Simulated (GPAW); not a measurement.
CsPbCl3 (Pm-3m): how ε∞ follows the gap

The empty bands of CsPbCl3 (Pm-3m) are shifted up rigidly by Δ, and ε∞ is computed for each shift.

It takes space group Pm-3m (No. 221, cubic). The conventional cell has a = 5.605 Å, b = 5.605 Å, c = 5.605 Å, α = 90.00°, β = 90.00°, γ = 90.00°. Pb on site b has 6 Cl at 2.80 Å as nearest neighbours. Around Cs on site a lie 12 Cl at 3.96 Å. Around Cl on site c lie 2 Pb at 2.80 Å.

Method: GPAW 26.7.0, PBE, RPA, k-mesh 6×6×6, local fields up to 50 eV, Lorentzian half width 0.15 eV.

Launch of the response step: `OMP_NUM_THREADS=1 python df.py`. The series took 21.7 min in all, its band step included, on 1 thread of Arm Neoverse V1 (shared host).

| Δ (eV) | ε∞ |
| --- | --- |
| 0.00 | 3.931 |
| 0.40 | 3.720 |
| 0.80 | 3.545 |
| 1.20 | 3.395 |
| 1.60 | 3.267 |
| 2.00 | ? |

With one effective transition at E₀ and fixed dipole strength, ε∞ − 1 = A/(E₀ + Δ), so 1/(ε∞ − 1) is linear in Δ.

Working, on the rows shown:

| x = Δ (eV) | y = 1/(ε∞ − 1) |
| --- | --- |
| 0 | 0.34118 |
| 0.4 | 0.367647 |
| 0.8 | 0.392927 |
| 1.2 | 0.417537 |
| 1.6 | 0.441112 |

Means: x̄ = 0.8, ȳ = 0.39208. Σ(x − x̄)(y − ȳ) = 0.0999, Σ(x − x̄)² = 1.6. Slope = 0.0999 / 1.6 = 0.06244; intercept = ȳ − slope · x̄ = 0.34213. Turned back into ε∞, the line misses the rows shown by at most 0.0081.

What does the fit predict for the withheld row, and how well does it do?

At x = 2 the line gives y = 0.46701, that is 3.141. The run gave 3.154, so the extrapolation is off by 0.013, 1.6 % of the range in the table.

Refitted with all rows, the slope is 0.06145 and the intercept 0.34265. These give E₀ = intercept/slope = 5.6 eV, far above the least direct gap of 1.87 eV: most of the screening comes from transitions well over the edge. Over the first step ε∞ falls by 13 % per eV. Excitons are left out. The values come from a sum over the points of one k-mesh and carry its error, which grows as the direct gap shrinks. Spin-orbit coupling is left out.
